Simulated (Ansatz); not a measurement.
# V(110) film, 1 layer, flat: channels in plane against thickness, part 2 of 2

Aim: the ballistic channels of flat films against thickness, first V(110) film, 1 layer, flat.

Ansatz 0.2.0; Ansatz plane-wave DFT, PBE, PAW files; ballistic transport by layer matching (Landauer), zero bias.

So far, lead conductance per cell (G₀): step 2 (with 1 layer) 2.28.

## (6) With 4 layers, thickness 8.559 A

The film grows to 4 layers.

System of this step: V(110) film, 4 layers, flat. The cell holds 8 atoms: 8 V. Cell: a = 17.419 Å, b = 3.026 Å, c = 4.279 Å, α = 90.0°, β = 90.0°, γ = 90.0°. It derives from V. Vacuum lies along a. The structure's axis is c.

Input file input.yaml:

```yaml
crystal:
  lattice:
    - [17.4191153596, 0.0, 0.0]
    - [0.0, 3.026, 0.0]
    - [0.0, 0.0, 4.2794102397]
  atoms:
    - { symbol: V, position: [0.2583368849, 0.0, 0.0] }
    - { symbol: V, position: [0.2583368849, 0.5, 0.5] }
    - { symbol: V, position: [0.3811734972, 0.5, 0.0] }
    - { symbol: V, position: [0.3811734972, 0.0, 0.5] }
    - { symbol: V, position: [0.5040101095, 0.0, 0.0] }
    - { symbol: V, position: [0.5040101095, 0.5, 0.5] }
    - { symbol: V, position: [0.6268467218, 0.5, 0.0] }
    - { symbol: V, position: [0.6268467218, 0.0, 0.5] }
kpoints:
  mp_grid: { grid: [1, 14, 10] }
hamiltonian:
  xc: pbe
scf:
  occupations: { method: fermi_dirac, width: 0.1 }
output:
  transmission:
    leads: [[0, 0]]
    kmesh: [1, 40]
    e_range: [-0.27, 0.27]
    de: 0.036
```

Launch:

```sh
ansatz run input.yaml --threads 4 --pin off --max-ram 8192MiB --backend cpu --events-out ev --progress --plain --runs-dir out
```

Numbers of over 12 decimals in the logs are rounded to 6 here.

The log of the run:

```text
Engine: ansatz 0.2.0, aarch64-unknown-linux-gnu
Pseudopotentials: kind: paw
Pseudopotential: V, paw, valence charge 13, recommended cutoff 420 eV (normal), V.paw.azcp
Functional definition: PBE
  parameter kappa = 0.804
  parameter beta = 0.066725
  exchange = pbe_x(kappa = kappa, mu = beta*pi^2/3)
  correlation = pbe_c(beta = beta)
Crystal: 8 atoms, lattice volume = 225.569 Å³
Basis set: ecut = 420 eV, 4355 PW (Γ)
Bands: 63, of which v1, the nominal top of the filled ones, is band 52 counted from 1 (51 counted from 0)
Symmetry: 16 space group operations
Space group: Cmme (ITA 67), of the structure as read, at distance tolerance 6.1e-5 Å
k-points: 48 of 140
Non-local potential: V, projectors of the file, l = 0: 3, l = 1: 2, l = 2: 3, l = 3: 1
PAW form: soft (Blöchl's): semilocal exchange-correlation on the pseudo side does not see the compensation charge
PAW one-centre angular grid: V, 590 points (default); XC on 64 Gauss nodes
Initial density: superposition of atomic densities (neutral atoms: chi_scale 0, normalization atom), corrected by the library's trained network
Initial wavefunctions: pseudopotential atomic-orbital guess
Functional: x = pbe(κ = 0.804, μ = 0.219515), c = pbe(β = 0.066725)
SCF iter   1: F=—  HF=-23295.407722 eV  |F-HF|=—  |Δ(HF+E_count)|=         —  Δρ=5.85e-3  dr2=4.42e-1  ethr=1.77e-3  ⟨swp⟩=8.1  Hψ=12691  notcnv=0
preconditioner: auto → LDOS  [metal: Δε(μ)=0.008 eV  Ē_g=2.624 eV  σ=0.100 eV  W_gap=0.02  n_scr=48 (ndim 8)  ℏωp=15.6 eV  f_vac=0.426  D(μ)=14.23/eV (n_scr^D=152)  β→1.0]
SCF iter   2: F=—  HF=-23295.395486 eV  |F-HF|=—  |Δ(HF+E_count)|=   1.22e-2  Δρ=4.35e-3  dr2=6.62e-2  ethr=4.25e-4  ⟨swp⟩=2.5  Hψ=5124  notcnv=0  defer=2
SCF iter   3: F=—  HF=-23295.387245 eV  |F-HF|=—  |Δ(HF+E_count)|=   8.24e-3  Δρ=1.76e-3  dr2=9.45e-3  ethr=6.37e-5  ⟨swp⟩=3.3  Hψ=6757  notcnv=0
SCF iter   4: F=—  HF=-23295.385786 eV  |F-HF|=—  |Δ(HF+E_count)|=   1.46e-3  Δρ=2.80e-4  dr2=2.21e-4  ethr=9.09e-6  ⟨swp⟩=2.4  Hψ=4517  notcnv=0
SCF iter   5: F=—  HF=-23295.386094 eV  |F-HF|=—  |Δ(HF+E_count)|=   3.08e-4  Δρ=1.50e-4  dr2=5.30e-5  ethr=2.13e-7  ⟨swp⟩=2.8  Hψ=5778  notcnv=0
SCF iter   6: F=—  HF=-23295.386074 eV  |F-HF|=—  |Δ(HF+E_count)|=   2.03e-5  Δρ=6.61e-5  dr2=1.26e-5  ethr=5.10e-8  ⟨swp⟩=2.6  Hψ=5638  notcnv=0
SCF iter   7: F=—  HF=-23295.386073 eV  |F-HF|=—  |Δ(HF+E_count)|=   8.03e-7  Δρ=1.62e-5  dr2=1.56e-6  ethr=1.21e-8  ⟨swp⟩=2.9  Hψ=5901  notcnv=0
SCF iter   8: F=—  HF=-23295.386073 eV  |F-HF|=—  |Δ(HF+E_count)|=   6.33e-9  Δρ=7.73e-6  dr2=6.61e-7  ethr=1.50e-9  ⟨swp⟩=2.2  Hψ=4096  notcnv=0
SCF iter   9: F=-23295.386073 eV  HF=-23295.386073 eV  |F-HF|=4.03e-8  |Δ(HF+E_count)|=   7.09e-8  Δρ=3.18e-6  dr2=5.46e-8  ethr=9.62e-11  ⟨swp⟩=6.2  Hψ=9245  notcnv=0
SCF 1 converged in 9 iterations: F = -23295.386073 eV  dr2 = 5.46e-8
[...]
transmission: 18 of 126 steps passed
transmission: 30 of 126 steps passed
[...]
transmission: 78 of 126 steps passed
WARN: the run was ended behind the SCF: a stop after 84 completed steps of the transmission. The result of record stands; what else was asked for is given out only as far as it was finished by then, or is formed of that. The run will not end as completed
SCF converged after 9 iterations
Free energy (F): -23295.386073 eV
Harris-Foulkes:  -23295.386073 eV  (|F-HF|=4.03e-8)
Internal energy: -23294.909520 eV  (E = F + TS)
E sigma→0 (E₀):  -23295.147797 eV
Entropy (-TS):   -0.476553 eV (-59.569 meV/atom)
Fermi energy:    5.697899 eV
--- Per-component energies (eV) ---
  E_band       = -2290.093412
  E_kinetic    = 2674.491596
  E_local      = -66461.637635  (includes V_loc(G=0)·N_el)
  E_nonlocal   = -359.438170
  E_hartree    = 32375.359527
  E_xc         = -1034.956009
  E_vxc        = -1311.214995  (∫ρ·V_xc dr)
  E_paw        = -8902.441336  (= ΣΔE_a)
  E_vpaw       = -1583.054831  (= ΣTr[D̂ρ^β])
  E_aug_tail   = 0.002114  (compensation charges beyond the density's cutoff)
  E_ewald      = 18413.710393
  E_smearing   = -0.476553  (= −TS)
  E_closure    = 0.000000  (closes the sum)
  Σ components = -23295.386073   (vs F -23295.386073, Δ=0.00e0)
--- Band table (eV; the first three rows and the last of 48) ---
  k-point 0: bands = [... 48 lower, 5.4934, 5.8067, 5.8611, 5.9530, 5.9562, 6.3147, 6.7387, 6.8362, ... 7 higher]
  k-point 1: bands = [... 48 lower, 5.5238, 5.8306, 5.8917, 5.9286, 5.9600, 6.2806, 6.4770, 6.7219, ... 7 higher]
  k-point 2: bands = [... 48 lower, 5.6726, 5.7766, 5.8994, 5.9226, 6.0170, 6.1241, 6.1926, 6.4782, ... 7 higher]
  k-point 47: bands = [... 48 lower, 5.5972, 5.5972, 5.5972, 5.5972, 6.8761, 6.8761, 6.8761, 6.8761, ... 7 higher]
Error: SIGTERM received: cancelled by the caller after 84 completed steps of the transmission, in an analysis behind the self-consistent cycle: that cycle's result was reported, and what else the deck asks for behind it is given out only as far as it was finished by then, or is formed of that: a resume of the run directory makes the rest
```

It took 26 min on 4 threads of Arm Neoverse V2, shared host; peak memory 2.7 GiB.

The run was cut off at the time limit after its SCF cycle had converged; no result of it is taken.

The program's message: “Error: SIGTERM received: cancelled by the caller after 84 completed steps of the transmission, in an analysis behind the self-consistent cycle: that cycle's result was reported, and what else the deck …”

## (7) What came out

| Quantity | Value |
| --- | --- |
| conductance per cell, 1 layer | 2.28 G₀ |
| conductance per cell, 2 layers | 3.07 G₀ |
| conductance per cell, 3 layers | 3.53 G₀ |

The conductance per cell width goes from 2.28 G0 at 1 to 3.53 G0 at 3 layers. Over the film's own cross-section (layers × spacing × width) the conductance runs from 2.7 to 1.4×10¹⁵ S/m²; that nominal section leaves out the charge that spills into the vacuum, which flatters the thinnest films. The gains from one thickness to the next are 0.79 and 0.45 G0 per added layer; their spread isn't beyond the error estimates. The film repeats perfectly along the current, so nothing scatters; its faces are clean and not relaxed. Very thin films of this metal can turn magnetic, which an unpolarised run can't show. The program's error estimates for the conductances, leads' steps apart, run from 6.7 to 8.9 %.

[Logs are printed without paths, hosts, clocks, repeated set-up lines and the standing remarks that a program may print on its own settings, such as how far it seeks lower states.]

[Hosts, paths, dates, database ids (printed as entryN), source tags and the programs' standing remarks are cut or masked in the printed files.]
